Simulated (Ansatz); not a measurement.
# Si on Rh(100): change of the work function, part 3 of 5

How does Si on the top site change the work function of Rh(100) as the layer fills?

Ansatz 0.2.0; plane-wave DFT, r2SCAN, Ansatz PAW (the session's first sound run).

So far, work function, upper face (eV): step 2 (the clean slab) 5.10; step 3 (17 atoms, coverage 0.25 ML, cell 2x2) 4.77.

## 4. Adsorbate added, k-mesh 6×6×1, coverage 0.5 ML

System of this step: Si/Rh(100). The cell holds 18 atoms: 16 Rh and 2 Si. Its edges and angles: a = 5.374 Å, b = 5.374 Å, c = 26.289 Å, α = 90.0°, β = 90.0°, γ = 90.0°. Vacuum lies along c.

Another coverage, to see how the dipoles act on each other as their distance changes.

Input file input.yaml:

```yaml
crystal:
  lattice:
    - [5.374011537, 0.0, 0.0]
    - [0.0, 5.374011537, 0.0]
    - [0.0, 0.0, 26.2893535293]
  atoms:
    - { symbol: Rh, position: [0.25, 0.25, 0.342343907] }
    - { symbol: Rh, position: [0.0, 0.0, 0.4146165096] }
    - { symbol: Rh, position: [0.25, 0.25, 0.4870345287] }
    - { symbol: Rh, position: [0.0, 0.0, 0.5566075831] }
    - { symbol: Rh, position: [0.25, 0.75, 0.342343907] }
    - { symbol: Rh, position: [0.0, 0.5, 0.4146165096] }
    - { symbol: Rh, position: [0.25, 0.75, 0.4870345287] }
    - { symbol: Rh, position: [0.0, 0.5, 0.5566075831] }
    - { symbol: Rh, position: [0.75, 0.25, 0.342343907] }
    - { symbol: Rh, position: [0.5, 0.0, 0.4146165096] }
    - { symbol: Rh, position: [0.75, 0.25, 0.4870345287] }
    - { symbol: Rh, position: [0.5, 0.0, 0.5566075831] }
    - { symbol: Rh, position: [0.75, 0.75, 0.342343907] }
    - { symbol: Rh, position: [0.5, 0.5, 0.4146165096] }
    - { symbol: Rh, position: [0.75, 0.75, 0.4870345287] }
    - { symbol: Rh, position: [0.5, 0.5, 0.5566075831] }
    - { symbol: Si, position: [0.0, 0.0, 0.657656093] }
    - { symbol: Si, position: [0.5, 0.5, 0.657656093] }
kpoints:
  mp_grid: { grid: [6, 6, 1] }
hamiltonian:
  xc: r2scan
scf:
  occupations: { method: fermi_dirac, width: 0.1 }
  convergence: { dr2_threshold: 1.0e-08 }
efield:
  axis: 3
  dipole_correction: true
  ramp_position: 0.97
  ramp_width: 0.06
relax:
  f_tol: 0.02
  max_steps: 60
  constraints: [{ sites: [0, 1, 4, 5, 8, 9, 12, 13] }]
output:
  bader: true
  dos: { projected: true, e_range: [-8, 4] }
  write_potential: true
  write_density: true
  volumetric_format: npy
```

Command:

```sh
ansatz run input.yaml --threads 4 --pin off --max-ram 12288MiB --backend cpu --events-out ev --progress --plain --runs-dir out
```

Numbers of over 12 decimals in the logs are rounded to 6 here.

What it wrote:

```text
[...]
Crystal: 18 atoms, lattice volume = 759.237 Å³
Basis set: ecut = 500 eV, 19211 PW (Γ), exchange–correlation on 160×160×768 points (64 copies of the dense FFT grid, shifted against one another)
Bands: 168, of which v1, the nominal top of the filled ones, is band 140 counted from 1 (139 counted from 0)
Symmetry: 16 space group operations
[...]
k-points: 10 of 36
[...]
SCF iter   1: F=—  HF=-103910.476468 eV  |F-HF|=—  |Δ(HF+E_count)|=         —  Δρ=7.38e-3  dr2=3.97e-1  dr2_τ=1.28e-1  ethr=1.77e-3  p=0.091 e·Å  D=2.17e-2 V/Å  ΔV_dip=-0.57 eV  dr2_dipole=3.64e-2  V_vac-E_F(+/−)=4.46/5.03 eV  ⟨swp⟩=7.7  Hψ=7186  notcnv=0  defer=17
[...]
SCF iter  11: F=-103910.677331 eV  HF=-103910.677331 eV  |F-HF|=4.51e-9  |Δ(HF+E_count)|=   7.60e-9  Δρ=2.52e-7  dr2=8.08e-10  dr2_τ=4.43e-11  ethr=3.57e-12  p=0.055 e·Å  D=1.32e-2 V/Å  ΔV_dip=-0.35 eV  dr2_dipole=2.11e-13  V_vac-E_F(+/−)=4.73/5.08 eV  ⟨swp⟩=9.3  Hψ=11192  notcnv=0
SCF 1 converged in 11 iterations: F = -103910.677331 eV  dr2 = 8.08e-10
[...]
relax step   1: F+E_penalty+E_count = -103910.67733099 eV  Δ(F+E_penalty+E_count) = +0.000e0 eV  max|allowed force component| = 2.875e0 eV/Å  Δτ_max = 0.0000 Å  (11 SCF iters, accepted)
[...]
SCF iter   1: F=—  HF=-103910.835924 eV  |F-HF|=—  |Δ(HF+E_count)|=         —  Δρ=6.41e-3  dr2=1.06e0  dr2_τ=3.26e0  ethr=3.15e-4  p=0.055 e·Å  D=1.32e-2 V/Å  ΔV_dip=-0.35 eV  dr2_dipole=3.33e-1  V_vac-E_F(+/−)=4.75/5.09 eV  ⟨swp⟩=1.6  Hψ=5557  notcnv=0  defer=42
[...]
eigensolver tolerance schedule calibrated: the retry pair's looser diagonalisation under-reported the residual by θ = 0.17 (0.17/decade); ethr = c·dr2/N_el runs at the constant in force after the calibration composes with the one it found (an armed cap, an earlier calibration), c = 3.5e-2
[...]
SCF iter   2: F=—  HF=-103912.138949 eV  |F-HF|=—  |Δ(HF+E_count)|=    1.30e0  Δρ=5.07e-3  dr2=4.68e-1  dr2_τ=7.04e-3  ethr=1.31e-4  p=0.047 e·Å  D=1.12e-2 V/Å  ΔV_dip=-0.29 eV  dr2_dipole=1.15e-2  V_vac-E_F(+/−)=4.78/5.08 eV  ⟨swp⟩=3.1  Hψ=3777  notcnv=0  defer=42
[...]
SCF iter  11: F=-103912.099032 eV  HF=-103912.099032 eV  |F-HF|=5.85e-9  |Δ(HF+E_count)|=   4.83e-8  Δρ=5.50e-7  dr2=3.58e-9  dr2_τ=1.72e-10  ethr=1.24e-12  p=0.047 e·Å  D=1.12e-2 V/Å  ΔV_dip=-0.29 eV  dr2_dipole=1.48e-10  V_vac-E_F(+/−)=4.77/5.07 eV  ⟨swp⟩=15.8  Hψ=12401  notcnv=0
SCF 2 converged in 11 iterations: F = -103912.099032 eV  dr2 = 3.58e-9
[...]
relax step   2: F+E_penalty+E_count = -103912.09903215 eV  Δ(F+E_penalty+E_count) = -1.422e0 eV  max|allowed force component| = 2.630e0 eV/Å  Δτ_max = 0.1947 Å  (11 SCF iters, accepted)
[...]
SCF iter  11: F=-103912.908238 eV  HF=-103912.908238 eV  |F-HF|=4.99e-9  |Δ(HF+E_count)|=   2.80e-8  Δρ=4.97e-7  dr2=3.08e-9  dr2_τ=1.83e-10  ethr=1.00e-12  p=0.041 e·Å  D=9.88e-3 V/Å  ΔV_dip=-0.26 eV  dr2_dipole=6.46e-12  V_vac-E_F(+/−)=4.80/5.05 eV  ⟨swp⟩=16.0  Hψ=12395  notcnv=0
SCF 3 converged in 11 iterations: F = -103912.908238 eV  dr2 = 3.08e-9
relax step   3: F+E_penalty+E_count = -103912.90823802 eV  Δ(F+E_penalty+E_count) = -8.092e-1 eV  max|allowed force component| = 7.217e-1 eV/Å  Δτ_max = 0.1950 Å  (11 SCF iters, accepted)
[...]
relax step   4: F+E_penalty+E_count = -103913.05007018 eV  Δ(F+E_penalty+E_count) = -1.418e-1 eV  max|allowed force component| = 3.259e-1 eV/Å  Δτ_max = 0.1945 Å  (11 SCF iters, accepted)
[...]
relax step   5: F+E_penalty+E_count = -103913.07310006 eV  Δ(F+E_penalty+E_count) = -2.303e-2 eV  max|allowed force component| = 5.756e-2 eV/Å  Δτ_max = 0.0624 Å  (11 SCF iters, accepted)
SCF iter   1: F=—  HF=-103913.052947 eV  |F-HF|=—  |Δ(HF+E_count)|=         —  Δρ=1.05e-3  dr2=3.42e-2  dr2_τ=4.53e-2  ethr=2.46e-5  p=0.030 e·Å  D=7.17e-3 V/Å  ΔV_dip=-0.19 eV  dr2_dipole=1.01e-2  V_vac-E_F(+/−)=4.86/5.05 eV  ⟨swp⟩=2.0  Hψ=3046  notcnv=0  defer=46
[...]
SCF iter   8: F=-103913.073876 eV  HF=-103913.073876 eV  |F-HF|=4.98e-9  |Δ(HF+E_count)|=   6.81e-8  Δρ=9.90e-7  dr2=8.01e-9  dr2_τ=5.07e-10  ethr=3.57e-12  p=0.029 e·Å  D=6.90e-3 V/Å  ΔV_dip=-0.18 eV  dr2_dipole=4.16e-10  V_vac-E_F(+/−)=4.87/5.05 eV  ⟨swp⟩=12.3  Hψ=13477  notcnv=0
SCF 6 converged in 8 iterations: F = -103913.073876 eV  dr2 = 8.01e-9
relax step   6: F+E_penalty+E_count = -103913.07387553 eV  Δ(F+E_penalty+E_count) = -7.755e-4 eV  max|allowed force component| = 4.902e-3 eV/Å  Δτ_max = 0.0113 Å  (8 SCF iters, accepted)
[...]
SCF iter   3: F=-103913.073876 eV  HF=-103913.073876 eV  |F-HF|=2.49e-9  |Δ(HF+E_count)|=   3.26e-9  Δρ=2.32e-7  dr2=6.83e-10  dr2_τ=1.90e-11  ethr=2.81e-12  p=0.029 e·Å  D=6.90e-3 V/Å  ΔV_dip=-0.18 eV  dr2_dipole=5.70e-11  V_vac-E_F(+/−)=4.87/5.05 eV  ⟨swp⟩=7.0  Hψ=11195  notcnv=0
SCF 7 converged in 3 iterations: F = -103913.073876 eV  dr2 = 6.83e-10
[...]
SCF converged after 3 iterations
Free energy (F): -103913.073876 eV
[...]
Internal energy: -103912.236175 eV  (E = F + TS)
E sigma→0 (E₀):  -103912.655025 eV
Entropy (-TS):   -0.837701 eV (-46.539 meV/atom)
Fermi energy:    3.515366 eV
Dipole field:    D = 0.006898 V/Å  (p = 0.028945 e·Å, saw-weighted, corrected)
Work function:   Φ+ = 4.8669 eV   Φ− = 5.0482 eV
[...]
--- Forces (eV/Å), atoms counted from 1 ---
  atom   1  Rh     0.00000000     0.00000000     0.56288105
  atom   2  Rh    -0.00000000     0.00000000    -0.72936155
  atom   3  Rh    -0.00000000     0.00000000     0.00002141
  atom   4  Rh     0.00000000    -0.00000000    -0.00488685
  atom   5  Rh     0.00000000    -0.00000000     0.56288105
  atom   6  Rh     0.00000000    -0.00000000    -0.40052080
  atom   7  Rh    -0.00000000    -0.00000000     0.00002141
  atom   8  Rh     0.00000000     0.00000000     0.00438753
  atom   9  Rh     0.00000000    -0.00000000     0.56288105
  atom  10  Rh     0.00000000    -0.00000000    -0.40052080
  atom  11  Rh    -0.00000000    -0.00000000     0.00002141
  atom  12  Rh     0.00000000     0.00000000     0.00438753
  atom  13  Rh     0.00000000     0.00000000     0.56288105
  atom  14  Rh    -0.00000000     0.00000000    -0.72936155
  atom  15  Rh    -0.00000000     0.00000000     0.00002141
  atom  16  Rh     0.00000000    -0.00000000    -0.00488685
  atom  17  Si     0.00000000    -0.00000000     0.00458564
  atom  18  Si    -0.00000000     0.00000000     0.00458564
  max |Σ_I F_I| component: 1.78e-5 eV/Å
--- Band table (eV; the first three rows and the last of 10) ---
  k-point 0: bands = [... 136 lower, 3.7756, 3.8971, 3.8971, 3.9255, 3.9658, 4.0351, 4.1475, 4.2229, ... 24 higher]
  k-point 1: bands = [... 136 lower, 3.5604, 3.6869, 3.7393, 3.7922, 3.8245, 3.8986, 4.0036, 4.0351, ... 24 higher]
  k-point 2: bands = [... 136 lower, 3.4546, 3.4635, 3.5133, 3.5441, 3.6026, 3.7666, 3.7749, 3.9116, ... 24 higher]
  k-point 9: bands = [... 136 lower, 2.5735, 2.5735, 2.9226, 2.9226, 3.0231, 3.0231, 3.0768, 3.0768, ... 24 higher]
--- Relaxed structure (6 steps of the walk, 6 accepted, 0 SCFs on fresh bases) ---
  F+E_penalty+E_count = -103913.07387553 eV   max|allowed force component| = 4.902e-3 eV/Å
  atoms:
    - { symbol: Rh, position: [0.25, 0.25, 0.342343907] }
    - { symbol: Rh, position: [0.0, 0.0, 0.4146165096] }
    - { symbol: Rh, position: [0.25, 0.25, 0.487321] }
    - { symbol: Rh, position: [0, 0, 0.554865] }
    - { symbol: Rh, position: [0.25, 0.75, 0.342343907] }
    - { symbol: Rh, position: [0.0, 0.5, 0.4146165096] }
    - { symbol: Rh, position: [0.25, 0.75, 0.487321] }
    - { symbol: Rh, position: [0, 0.5, 0.561169] }
    - { symbol: Rh, position: [0.75, 0.25, 0.342343907] }
    - { symbol: Rh, position: [0.5, 0.0, 0.4146165096] }
    - { symbol: Rh, position: [0.75, 0.25, 0.487321] }
    - { symbol: Rh, position: [0.5, 0, 0.561169] }
    - { symbol: Rh, position: [0.75, 0.75, 0.342343907] }
    - { symbol: Rh, position: [0.5, 0.5, 0.4146165096] }
    - { symbol: Rh, position: [0.75, 0.75, 0.487321] }
    - { symbol: Rh, position: [0.5, 0.5, 0.554865] }
    - { symbol: Si, position: [0, 0, 0.636163] }
    - { symbol: Si, position: [0.5, 0.5, 0.636163] }
--- Bader charges: 18 sites ---
  site symbol  charge [e]  shift [e]
     0     Rh     -0.0468     0.0001
     1     Rh      0.0414     0.0001
     2     Rh      0.0076     0.0000
     3     Rh     -0.7318     0.0084
     4     Rh     -0.0469     0.0001
     5     Rh      0.0439     0.0001
     6     Rh      0.0076     0.0000
     7     Rh     -0.0226     0.0000
     8     Rh     -0.0468     0.0001
     9     Rh      0.0439     0.0001
    10     Rh      0.0076     0.0000
    11     Rh     -0.0226     0.0000
    12     Rh     -0.0469     0.0001
    13     Rh      0.0414     0.0001
    14     Rh      0.0076     0.0000
    15     Rh     -0.7318     0.0084
    16     Si      0.7476     0.0084
    17     Si      0.7476     0.0084
  estimated error of the sums over rays = 3.2e-4 e
```

Elapsed: 9.7 min, on 4 threads of Arm Neoverse V1, shared host; peak memory 5.1 GiB; 39 min of CPU time.

Step by step:

```csv
step,energy less that of the first step (eV),largest force component (eV/Å)
1,0.0000,2.8747
2,-1.4217,2.6303
3,-2.2309,0.7217
4,-2.3727,0.3259
5,-2.3958,0.0576
6,-2.3965,0.0049
```

Forces are held to the 16 operations that the run works with; a distortion that breaks them can't arise in this run.

The atoms that moved most (Å):

```csv
atom,dx,dy,dz,length
Si18,0.000,0.000,-0.565,0.565
Si17,0.000,0.000,-0.565,0.565
Rh8,0.000,0.000,0.120,0.120
Rh12,0.000,0.000,0.120,0.120
Rh16,0.000,0.000,-0.046,0.046
Rh4,0.000,0.000,-0.046,0.046
Rh11,0.000,0.000,0.008,0.008
Rh15,0.000,0.000,0.008,0.008
```

Final coordinates:

```xyz
18
Lattice="5.3740 0.0000 0.0000 0.0000 5.3740 0.0000 0.0000 0.0000 26.2894" Properties=species:S:1:pos:R:3
Rh    1.3435    1.3435    9.0000
Rh    0.0000    0.0000   10.9000
Rh    1.3435    1.3435   12.8113
Rh    0.0000    0.0000   14.5870
Rh    1.3435    4.0305    9.0000
Rh    0.0000    2.6870   10.9000
Rh    1.3435    4.0305   12.8113
Rh    0.0000    2.6870   14.7528
Rh    4.0305    1.3435    9.0000
Rh    2.6870    0.0000   10.9000
Rh    4.0305    1.3435   12.8113
Rh    2.6870    0.0000   14.7528
Rh    4.0305    4.0305    9.0000
Rh    2.6870    2.6870   10.9000
Rh    4.0305    4.0305   12.8113
Rh    2.6870    2.6870   14.5870
Si    0.0000    0.0000   16.7243
Si    2.6870    2.6870   16.7243
```

Numbers from this step:

```yaml
energy_at_zero_smearing: -103912.6550 eV
work_function_upper_face: 4.867 eV
work_function_lower_face: 5.048 eV
dipole_along_the_normal: 0.02894 e·Å
step_between_the_vacuum_levels: -0.1814 eV
```

The density of states has structure finer than the step of the table below, so its rows give means over 0.25 eV, whole bins alone (the curve runs from -8 to 1.98 eV). Peaks (eV: height): -2.800: 46.0, -2.710: 44.2, -2.590: 50.2, -2.350: 47.9, -2.260: 44.1, -1.620: 47.1, 0.600: 53.6.

Table of density of states by energy, zero at the Fermi level; means over each step:

energy (eV), density of states (states/eV a cell) and a bar:
```
    -7.75        2.8 #
    -7.50        4.7 ###
    -7.25        3.1 ##
    -7.00        2.9 #
    -6.75        1.4 
    -6.50        1.4 
    -6.25        2.2 #
    -6.00        5.9 ####
    -5.75       15.5 ############
    -5.50       22.9 ##################
    -5.25       25.1 ####################
    -5.00       20.3 ################
    -4.75       23.8 ###################
    -4.50       28.6 #######################
    -4.25       21.6 #################
    -4.00       22.5 ##################
    -3.75       16.6 #############
    -3.50       19.3 ###############
    -3.25       24.8 ####################
    -3.00       25.7 #####################
    -2.75       36.4 ##############################
    -2.50       32.5 ###########################
    -2.25       22.9 ##################
    -2.00       26.3 #####################
    -1.75       26.2 #####################
    -1.50       31.8 ##########################
    -1.25       23.3 ###################
    -1.00       24.8 ####################
    -0.75       26.4 #####################
    -0.50       27.2 ######################
    -0.25       29.5 ########################
     0.00       24.5 ####################
     0.25       22.8 ##################
     0.50       28.1 #######################
     0.75       20.9 #################
     1.00       10.8 ########
     1.25        8.5 ######
     1.50        5.7 ####
     1.75        8.5 ######
```

Projected DOS per atom over height of the atomic layer and energy from the Fermi level. Layers: Rh4 Rh4 Rh4 Rh4 Si2 from below.

Ten even steps from '0' (0.00 states/eV) to '9' (2.34 states/eV), each cell a mean:
```
11114
11113
44433
67742
86561
96472
75563
95572
84573
74572
78961
55661
44351
66450
57681
27840
18930
02310
00000
00001
00014
00013
```
Columns: height of the atomic layer (Å) from 9 to 16.7 (not evenly spaced); rows upwards: energy from the Fermi level (eV) from -7.96 to 1.95.

The relaxation took 6 steps and lowered the energy by 2.4 eV; the largest force on the free atoms ends at 0.0049 eV/Å.

The covered face has 4.87 eV, -0.23 eV against the clean one; the bare back face has moved by -0.05 eV, a measure of how thin the slab is.

## 5. The covered slab, k-mesh 11×11×1, coverage 1 ML

System of this step: Si/Rh(100). The cell holds 5 atoms: 4 Rh and 1 Si. Cell: a = 2.687 Å, b = 2.687 Å, c = 26.289 Å, α = 90.0°, β = 90.0°, γ = 90.0°. Vacuum lies along c.

Another coverage, to see how the dipoles act on each other as their distance changes.

input.yaml, the sections that differ from step 4:

```yaml
crystal:
  lattice:
    - [2.6870057685, 0.0, 0.0]
    - [0.0, 2.6870057685, 0.0]
    - [0.0, 0.0, 26.2893535293]
  atoms:
    - { symbol: Rh, position: [0.5, 0.5, 0.342343907] }
    - { symbol: Rh, position: [0.0, 0.0, 0.4146165096] }
    - { symbol: Rh, position: [0.5, 0.5, 0.4870345287] }
    - { symbol: Rh, position: [0.0, 0.0, 0.5566075831] }
    - { symbol: Si, position: [0.0, 0.0, 0.657656093] }
kpoints:
  mp_grid: { grid: [11, 11, 1] }
relax:
  f_tol: 0.02
  max_steps: 60
  constraints: [{ sites: [0, 1] }]
output:
  bader: true
  write_potential: true
  write_density: true
  volumetric_format: npy
# hamiltonian, scf, efield: as in step 4
```

What it wrote:

```text
[...]
Crystal: 5 atoms, lattice volume = 189.809 Å³
Basis set: ecut = 500 eV, 4707 PW (Γ), exchange–correlation on 80×80×768 points (64 copies of the dense FFT grid, shifted against one another)
Bands: 44, of which v1, the nominal top of the filled ones, is band 36 counted from 1 (35 counted from 0)
Symmetry: 8 space group operations
[...]
- { symbol: Rh, position: [0.5, 0.5, 0.486797] }
    - { symbol: Rh, position: [0, 0.0, 0.558906] }
    - { symbol: Si, position: [0, 0.0, 0.645721] }
--- Bader charges: 5 sites ---
  site symbol  charge [e]  shift [e]
     0     Rh     -0.0477     0.0001
     1     Rh      0.0506     0.0001
     2     Rh     -0.0051     0.0000
     3     Rh     -0.4071     0.0092
     4     Si      0.4094     0.0092
  estimated error of the sums over rays = 2.4e-4 e
[key lines of the parts left out:]
SCF converged after 3 iterations
Free energy (F): -26298.173212 eV
Fermi energy:    4.063763 eV
Dipole field:    D = 0.007535 V/Å  (p = 0.007904 e·Å, saw-weighted, corrected)
Work function:   Φ+ = 4.8692 eV   Φ− = 5.0673 eV
```

The job ended after 51 s (4 threads; peak memory 0.87 GiB).

Step by step:

```csv
step,energy less that of the first step (eV),largest force component (eV/Å)
1,0.0000,1.5213
2,-0.3145,0.5010
3,-0.3325,0.3712
4,-0.3431,0.0043
```

The run keeps the 8 symmetry operations that it works with, so distortions that break them were not tested.

The atoms that moved most (Å):

```csv
atom,dx,dy,dz,length
Si5,0.000,0.000,-0.314,0.314
Rh4,0.000,0.000,0.060,0.060
Rh3,0.000,0.000,-0.006,0.006
```

Running mean over 1.9 Å of the planar mean; the ramp of the sawtooth is left out. Electron's electrostatic potential energy less the Fermi level against z:

z (Å), electron's electrostatic potential energy less the Fermi level (eV) and a bar from the least value:
```
      3.5        5.1 ##############################
      4.0        5.1 ##############################
      4.5        5.1 ##############################
      5.0        5.1 ##############################
      5.5        5.1 ##############################
      6.0        5.0 ##############################
      6.5        4.9 ##############################
      7.0        4.4 #############################
      7.5        2.3 #########################
      8.0       -3.5 ################
      8.5       -9.7 ######
      9.0      -12.2 #
      9.5      -12.6 #
     10.0      -12.8 #
     10.5      -12.9 
     11.0      -13.0 
     11.5      -13.1 
     12.0      -13.1 
     12.5      -13.1 
     13.0      -13.1 
     13.5      -13.1 
     14.0      -13.0 
     14.5      -12.7 #
     15.0      -11.5 ###
     15.5       -8.1 ########
     16.0       -6.0 ############
     16.5       -7.1 ##########
     17.0       -8.0 ########
     17.5       -6.2 ###########
     18.0       -1.5 ###################
     18.5        2.7 ##########################
     19.0        4.3 #############################
     19.5        4.7 #############################
     20.0        4.8 ##############################
     20.5        4.9 ##############################
     21.0        4.9 ##############################
     21.5        4.9 ##############################
     22.0        4.9 ##############################
     22.5        4.9 ##############################
     23.0        4.9 ##############################
```

The relaxation took 4 steps and lowered the energy by 0.34 eV; the largest force on the free atoms ends at 0.0043 eV/Å.

The covered face has 4.87 eV, -0.23 eV against the clean one; the bare back face has moved by -0.03 eV, a measure of how thin the slab is.

## 6. Work function against coverage

This step: plane-wave DFT, r2SCAN, Ansatz PAW; work function against coverage (Ansatz 0.2.0).

The runs are now put side by side.

Numbers from this step:

- work function of the clean face: 5.100 eV
- largest change of the work function: -0.3350 eV

Work function of the covered face against coverage:

```csv
coverage (adsorbates/nm²),work function of the covered face (eV)
0.00,5.10
3.46,4.77
6.93,4.87
13.85,4.87
```

The dipole per adsorbate comes from the change of the cell's dipole. Coverage, by row:

```csv
coverage (1/nm²),coverage (ML),work function (eV),change (eV),"dipole per adsorbate, positive end outwards (debye)",mean height of the added atoms over the highest substrate atom (Å)
3.463,0.25,4.765,-0.335,0.236,2.002
6.925,0.5,4.867,-0.2333,0.072,1.972
13.85,1,4.869,-0.2309,0.039,2.282
```

(Continued in part 4 of 5.)

[Logs are printed without paths, hosts, clocks, repeated set-up lines and the standing remarks that a program may print on its own settings, such as how far it seeks lower states.]

[Hosts, paths, dates, database ids (printed as entryN), source tags and the programs' standing remarks are cut or masked in the printed files.]

[Maps of the electrostatic potential energy from Ansatz leave out the sawtooth potential of an applied field or a dipole correction, so their vacuum need not be flat; planar profiles and work functions include it.]

[The density of states shown here was stored with 400 of the rows of the run's finer table, so its peaks can read low, often by over a quarter, or be missed, and its means over a window can be off by a tenth or more.]
